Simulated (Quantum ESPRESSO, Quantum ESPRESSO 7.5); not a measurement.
# 1T-PtS2, 2 layers, AA stacking, stepped through biaxial strain

What law, if any, do the results for 1T-PtS2, 2 layers, AA stacking follow against biaxial strain?

Calculated with Quantum ESPRESSO 7.5; plane-wave DFT, PBE, GBRV ultrasoft pseudopotentials (geometry by pw.x at PBE-D3(BJ), GBRV ultrasoft).

### Step 1. The starting structure

The cell holds 6 atoms: 4 S and 2 Pt. Its edges and angles: a = 3.570 Å, b = 3.570 Å, c = 22.228 Å, α = 90.0°, β = 90.0°, γ = 120.0°. It derives from PtS2. Vacuum lies along c.

Set-up: Cell and atoms are first relaxed with a D3(BJ) correction; each strained cell is then held and the atoms relax in it. A periodic run with 15 Å of vacuum in the starting cell gives the vacuum levels, and bands follow along a path.

Members -2, -1, 0, 1 and 2 took the same steps and show in the table alone.

### Step 2. Variable-cell relaxation of the reference

What the set-up leaves free in this member is relaxed.

The input, ref.relax.in:

```
&control
  prefix = 'ref.relax'
  outdir = './out'
  pseudo_dir = './pseudo'
  nstep = 80
  forc_conv_thr = 0.0004
  calculation = 'vc-relax'
  etot_conv_thr = 1e-06
/
&system
  ibrav = 0
  nat = 6
  ntyp = 2
  ecutwfc = 50
  ecutrho = 250
  vdw_corr = 'grimme-d3'
  dftd3_version = 4
  occupations = 'smearing'
  smearing = 'fd'
  degauss = 0.004
/
&electrons
  conv_thr = 1e-09
  mixing_beta = 0.4
  electron_maxstep = 120
  mixing_mode = 'plain'
/
&ions
/
&cell
  cell_dofree = '2Dxy'
  press_conv_thr = 0.3
/
ATOMIC_SPECIES
  S   32.0600  s_pbe_v1.4.uspp.F.UPF
  Pt  195.0840  pt_pbe_v1.4.uspp.F.UPF
CELL_PARAMETERS angstrom
  3.57000000000000 0.00000000000000 0.00000000000000
  -1.78500000000000 3.09171069151045 0.00000000000000
  0.00000000000000 0.00000000000000 22.22817278676077
ATOMIC_POSITIONS crystal
  S   0.666666666700 0.333333333300 0.337409649995
  Pt  0.000000000000 0.000000000000 0.382714462331
  S   0.333333333300 0.666666666700 0.428019274668
  S   0.666666666700 0.333333333300 0.571980725332
  Pt  0.000000000000 0.000000000000 0.617285537669
  S   0.333333333300 0.666666666700 0.662590350005
K_POINTS automatic
  12 12 1 0 0 0
```

The run is started by

```bash
> OMP_NUM_THREADS=1 mpirun -n 4 pw.x -nk 4 -in ref.relax.in > ref.relax.out
```

The program printed:

```text
Program PWSCF v.7.5 starts
[citation notice left out]

     Parallel version (MPI & OpenMP), running on       4 processor cores
     Number of MPI processes:                 4
     Threads/MPI process:                     1

     MPI processes distributed on     1 nodes
[...]
Current dimensions of program PWSCF are:
     Max number of different atomic species (ntypx) = 10
     Max number of k-points (npk) =  40000
     Max angular momentum in pseudopotentials (lmaxx) =  4
     Message from routine setup:
     using ibrav=0 with symmetry is DISCOURAGED, use correct ibrav instead

     K-points division:     npool     =       4
     Subspace diagonalization in iterative solution of the eigenvalue problem:
     a serial algorithm will be used

     G-vector sticks info
     --------------------
     sticks:   dense  smooth     PW     G-vecs:    dense   smooth      PW
     Sum         769     637    187               110203    79077   12721

     Using Slab Decomposition

     bravais-lattice index     =            0
     lattice parameter (alat)  =       6.7463  a.u.
     unit-cell volume          =    1655.6458 (a.u.)^3
     number of atoms/cell      =            6
     number of atomic types    =            2
     number of electrons       =        56.00
     number of Kohn-Sham states=           34
     kinetic-energy cutoff     =      50.0000  Ry
     charge density cutoff     =     250.0000  Ry
     scf convergence threshold =      1.0E-09
     mixing beta               =       0.4000
     number of iterations used =            8  plain     mixing
     energy convergence thresh.=      1.0E-06
     force convergence thresh. =      4.0E-04
     press convergence thresh. =      3.0E-01
     Exchange-correlation=  SLA  PW   PBX  PBC
                           (   1   4   3   4   0   0   0)
     nstep                     =           80

     celldm(1)=   6.746322  celldm(2)=   0.000000  celldm(3)=   0.000000
     celldm(4)=   0.000000  celldm(5)=   0.000000  celldm(6)=   0.000000

     crystal axes: (cart. coord. in units of alat)
               a(1) = (   1.000000   0.000000   0.000000 )
               a(2) = (  -0.500000   0.866025   0.000000 )
               a(3) = (   0.000000   0.000000   6.226379 )

     reciprocal axes: (cart. coord. in units 2 pi/alat)
               b(1) = (  1.000000  0.577350 -0.000000 )
               b(2) = (  0.000000  1.154701  0.000000 )
               b(3) = (  0.000000 -0.000000  0.160607 )

     PseudoPot. # 1 for S  read from file:
     ./pseudo/s_pbe_v1.4.uspp.F.UPF
     Pseudo is Ultrasoft + core correction, Zval =  6.0
     Generated by new atomic code, or converted to UPF format
     Using radial grid of  907 points,  6 beta functions with:
                l(1) =   0
                l(2) =   0
                l(3) =   1
                l(4) =   1
                l(5) =   2
                l(6) =   2
     Q(r) pseudized with  8 coefficients,  rinner =    1.300   1.300   1.300
                                                       1.300   1.300

     PseudoPot. # 2 for Pt read from file:
     ./pseudo/pt_pbe_v1.4.uspp.F.UPF
     Pseudo is Ultrasoft + core correction, Zval = 16.0
     Generated by new atomic code, or converted to UPF format
     Using radial grid of  985 points,  6 beta functions with:
                l(1) =   0
                l(2) =   0
                l(3) =   1
                l(4) =   1
                l(5) =   2
                l(6) =   2
     Q(r) pseudized with  8 coefficients,  rinner =    1.300   1.300   1.300
                                                       1.300   1.300

     atomic species   valence    mass     pseudopotential
     S                 6.00    32.06000     S ( 1.00)
     Pt               16.00   195.08400     Pt( 1.00)

     12 Sym. Ops., with inversion, found

   Cartesian axes

     site n.     atom                  positions (alat units)
         1        S      tau(   1) = (   0.5000000   0.2886751   2.1008403  )
         2        Pt     tau(   2) = (   0.0000000   0.0000000   2.3829253  )
         3        S      tau(   3) = (  -0.0000000   0.5773503   2.6650102  )
         4        S      tau(   4) = (   0.5000000   0.2886751   3.5613687  )
         5        Pt     tau(   5) = (   0.0000000   0.0000000   3.8434537  )
         6        S      tau(   6) = (  -0.0000000   0.5773503   4.1255386  )

     --------------------------------------------
     DFT-D3 Dispersion Correction (3-body terms):
     --------------------------------------------
       Reference C6 values for interpolation:

         atom   Coordination number   C6
         S          0.000           268.01
         S          0.995           261.99
         S          1.990           251.62
         Pt         0.000           782.29
         Pt         1.919           692.72
         Pt         6.667           673.75

       Values used:

         atom   Coordination number  R0_AB[au]  C6      C8
         S          3.969            3.128    251.62  12327.25
         Pt         6.343            3.168    673.75  70061.90
         S          4.008            3.128    251.62  12327.25
         S          4.008            3.128    251.62  12327.25
         Pt         6.343            3.168    673.75  70061.90
         S          3.969            3.128    251.62  12327.25

         Molecular C6 ( Ry / a.u.^6 ) =     13291.14

     number of k points=    19  Fermi-Dirac smearing, width (Ry)=  0.0040
                       cart. coord. in units 2pi/alat
        k(    1) = (   0.0000000   0.0000000   0.0000000), wk =   0.0138889
        k(    2) = (   0.0000000   0.0962250   0.0000000), wk =   0.0833333
        k(    3) = (   0.0000000   0.1924501   0.0000000), wk =   0.0833333
        k(    4) = (   0.0000000   0.2886751   0.0000000), wk =   0.0833333
        k(    5) = (   0.0000000   0.3849002   0.0000000), wk =   0.0833333
        k(    6) = (   0.0000000   0.4811252   0.0000000), wk =   0.0833333
        k(    7) = (   0.0000000  -0.5773503   0.0000000), wk =   0.0416667
        k(    8) = (   0.0833333   0.1443376   0.0000000), wk =   0.0833333
        k(    9) = (   0.0833333   0.2405626   0.0000000), wk =   0.1666667
        k(   10) = (   0.0833333   0.3367877   0.0000000), wk =   0.1666667
[...]
k(   19) = (   0.3333333   0.5773503   0.0000000), wk =   0.0277778

     Dense  grid:   110203 G-vectors     FFT dimensions: (  36,  36, 216)

     Smooth grid:    79077 G-vectors     FFT dimensions: (  32,  32, 192)

     Estimated max dynamical RAM per process >     205.44 MB

[...]
0.00000000   0.00015520   0.00000000            0.00       22.83        0.00
   0.00000000   0.00000000   0.00026097            0.00        0.00       38.39

     Energy error            =      6.1E-02 Ry
     Gradient error          =      6.5E-02 Ry/Bohr
     Cell gradient error     =      2.3E+01 kbar

     number of scf cycles    =   2
     number of bfgs steps    =   1

     enthalpy           old  =    -517.9893533858 Ry
     enthalpy           new  =    -518.0507565669 Ry

     CASE: enthalpy          _new < enthalpy          _old

     new trust radius        =       0.1210406197 bohr
     new conv_thr            =       0.0000000010 Ry

     new unit-cell volume =   1731.16996 a.u.^3 (   256.53292 Ang^3 )
     density =      3.35566 g/cm^3

CELL_PARAMETERS (angstrom)
   3.650516832   0.000000000   0.000000000
  -1.825258416   3.161440314   0.000000000
   0.000000000   0.000000000  22.228172787

ATOMIC_POSITIONS (crystal)
S                0.6666666667        0.3333333333        0.3318086047
Pt              -0.0000000000        0.0000000000        0.3830003243
S                0.3333333333        0.6666666667        0.4337653831
S                0.6666666667        0.3333333333        0.5662346169
Pt               0.0000000000       -0.0000000000        0.6169996757
S                0.3333333333        0.6666666667        0.6681913953

[...]
NEW-OLD atomic charge density approx. for the potential
     New effective cutoffs (rho, wfc):  247.79   49.94

     negative rho (up, down):  3.525E-01 0.000E+00

     total cpu time spent up to now is      109.1 secs

     per-process dynamical memory:   124.1 Mb

     Self-consistent Calculation

     iteration #  1     ecut=    50.00 Ry     beta= 0.40
     Davidson diagonalization with overlap
     ethr =  1.00E-06,  avg # of iterations = 13.3

     negative rho (up, down):  3.526E-01 0.000E+00

     total cpu time spent up to now is      120.4 secs

     total energy              =    -518.07139576 Ry
     estimated scf accuracy    <       0.00171540 Ry

[...]
iteration # 11     ecut=    50.00 Ry     beta= 0.40
[...]
negative rho (up, down):  3.526E-01 0.000E+00

[...]
End of self-consistent calculation

[...]
the Fermi energy is     1.6458 ev

!    total energy              =    -518.07165632 Ry
     estimated scf accuracy    <          1.6E-10 Ry
     smearing contrib. (-TS)   =      -0.00000070 Ry
     internal energy E=F+TS    =    -518.07165562 Ry

     The total energy is F=E-TS. E is the sum of the following terms:
     one-electron contribution =   -2393.43480176 Ry
     hartree contribution      =    1207.66918245 Ry
     xc contribution           =    -147.43903975 Ry
     ewald contribution        =     815.26860730 Ry
     DFT-D3 Dispersion         =      -0.13560385 Ry

     convergence has been achieved in  11 iterations

     negative rho (up, down):  3.526E-01 0.000E+00

     Forces acting on atoms (cartesian axes, Ry/au):

     atom    1 type  1   force =     0.00000000   -0.00000000   -0.02101137
     atom    2 type  2   force =     0.00000000   -0.00000000    0.00239941
     atom    3 type  1   force =    -0.00000000   -0.00000000    0.02466968
     atom    4 type  1   force =     0.00000000    0.00000000   -0.02466968
     atom    5 type  2   force =    -0.00000000    0.00000000   -0.00239941
     atom    6 type  1   force =    -0.00000000   -0.00000000    0.02101137

     Total force =     0.045953     Total SCF correction =     0.000084

     Computing stress (Cartesian axis) and pressure

     negative rho (up, down):  3.526E-01 0.000E+00
          total   stress  (Ry/bohr**3)                   (kbar)     P=       -5.53
  -0.00009468   0.00000000   0.00000000          -13.93        0.00        0.00
   0.00000000  -0.00009468   0.00000000            0.00      -13.93        0.00
   0.00000000   0.00000000   0.00007662            0.00        0.00       11.27

     Energy error            =      2.1E-02 Ry
     Gradient error          =      2.5E-02 Ry/Bohr
     Cell gradient error     =      1.4E+01 kbar

     number of scf cycles    =   3
     number of bfgs steps    =   2

     enthalpy           old  =    -518.0507565669 Ry
     enthalpy           new  =    -518.0716563158 Ry

     CASE: enthalpy          _new < enthalpy          _old

     new trust radius        =       0.0605853612 bohr
     new conv_thr            =       0.0000000006 Ry

     new unit-cell volume =   1727.51199 a.u.^3 (   255.99087 Ang^3 )
     density =      3.36276 g/cm^3

CELL_PARAMETERS (angstrom)
   3.646658011   0.000000000   0.000000000
  -1.823329006   3.158098477   0.000000000
   0.000000000   0.000000000  22.228172787

ATOMIC_POSITIONS (crystal)
S                0.6666666667        0.3333333333        0.3305047589
Pt               0.0000000000        0.0000000000        0.3831106542
S                0.3333333333        0.6666666667        0.4352077146
S                0.6666666667        0.3333333333        0.5647922854
Pt              -0.0000000000        0.0000000000        0.6168893458
S                0.3333333333        0.6666666667        0.6694952411

[...]
NEW-OLD atomic charge density approx. for the potential
     New effective cutoffs (rho, wfc):  247.79   49.94

     negative rho (up, down):  3.520E-01 0.000E+00

     total cpu time spent up to now is      158.0 secs

     per-process dynamical memory:   124.1 Mb

[...]
!    total energy              =    -518.07585312 Ry
[...]
Total force =     0.019293     Total SCF correction =     0.000117
[...]
number of bfgs steps    =   3
[...]
new trust radius        =       0.0777017228 bohr
[...]
!    total energy              =    -518.08019429 Ry
[...]
Total force =     0.007025     Total SCF correction =     0.000021
[...]
number of bfgs steps    =   4
[...]
new trust radius        =       0.0907625715 bohr
[...]
!    total energy              =    -518.08385622 Ry
[...]
Total force =     0.017832     Total SCF correction =     0.000010
[...]
number of bfgs steps    =   5
[...]
new trust radius        =       0.0725457515 bohr
[...]
!    total energy              =    -518.08689615 Ry
[...]
Total force =     0.009326     Total SCF correction =     0.000037
[...]
number of bfgs steps    =  17
[...]
new trust radius        =       0.1371297199 bohr
[...]
!    total energy              =    -518.08704223 Ry
[...]
Total force =     0.007801     Total SCF correction =     0.000049
[...]
number of bfgs steps    =  18
[...]
new trust radius        =       0.0459471090 bohr
[...]
Self-consistent Calculation

     iteration #  1     ecut=    50.00 Ry     beta= 0.40
     Davidson diagonalization with overlap
     ethr =  1.00E-06,  avg # of iterations =  9.3

     negative rho (up, down):  3.557E-01 0.000E+00

     total cpu time spent up to now is      910.5 secs

     total energy              =    -518.08583340 Ry
     estimated scf accuracy    <       0.00325281 Ry

     iteration #  2     ecut=    50.00 Ry     beta= 0.40
[...]
negative rho (up, down):  3.558E-01 0.000E+00

[...]
total energy              =    -518.08490909 Ry
     estimated scf accuracy    <       0.02510207 Ry

     iteration #  3     ecut=    50.00 Ry     beta= 0.40
[...]
negative rho (up, down):  3.558E-01 0.000E+00

[...]
[key lines of the parts left out:]
the Fermi energy is     2.1497 ev
convergence has been achieved in  13 iterations
```

Elapsed: 19 min, on 4 MPI ranks of Arm Neoverse V1, shared host; peak memory 0.98 GiB; 78 min of CPU time.

Step by step (22 of 24):

```
step  energy less that of the first step (eV)  largest force (eV/Å)  volume (Å³)
   1                                   0.0000                3.0937       245.34
   2                                  -0.8354                1.6595       252.66
   3                                  -1.1198                0.6343       256.53
   4                                  -1.1769                0.2866       255.99
   5                                  -1.2360                0.1132       252.78
   6                                  -1.2858                0.2569       247.26
   8                                  -1.3114                0.0529       242.03
   9                                  -1.3117                0.0300       242.16
  10                                  -1.3119                0.0438       242.29
  11                                  -1.3122                0.0539       242.39
  12                                  -1.3126                0.0644       242.50
  13                                  -1.3134                0.0758       242.65
  14                                  -1.3147                0.0885       242.83
  15                                  -1.3165                0.1020       243.06
  16                                  -1.3192                0.1152       243.37
  17                                  -1.3228                0.1280       243.79
  19                                  -1.3291                0.1036       244.96
  20                                  -1.3303                0.0793       244.64
  21                                  -1.3312                0.0344       244.23
  22                                  -1.3315                0.0030       244.01
  23                                  -1.3315                0.0010       244.00
  24                                  -1.3313                0.0009       244.00
```

```
cell as run  before  after  change
      a (Å)   3.570  3.560  -0.3 %
      b (Å)   3.570  3.560  -0.3 %
```

The atoms that moved most (Å, along periodic axes as changes of fractional coordinates times the final cell, across vacuum about the mean position):

```csv
atom,dx,dy,dz,length
S3,0.000,0.000,0.416,0.416
S4,0.000,0.000,-0.416,0.416
Pt2,0.000,0.000,0.213,0.213
Pt5,0.000,0.000,-0.213,0.213
S1,0.000,0.000,-0.020,0.020
S6,0.000,0.000,0.020,0.020
```

 The last row is no step: it is a fresh SCF in the final cell with a new plane-wave basis, +0 meV from the row before.

This step gave:

* free energy: -7048.9355 eV
* Fermi energy: 2.166 eV

(Part 1 of 8 ends here.)

[Logs are printed without paths, hosts, clocks, repeated set-up lines and the standing remarks that a program may print on its own settings, such as how far it seeks lower states.]

[Hosts, paths, dates, database ids (printed as entryN), source tags and the programs' standing remarks are cut or masked in the printed files.]

[Maps of the electrostatic potential energy from Ansatz leave out the sawtooth potential of an applied field or a dipole correction, so their vacuum need not be flat; planar profiles and work functions include it.]
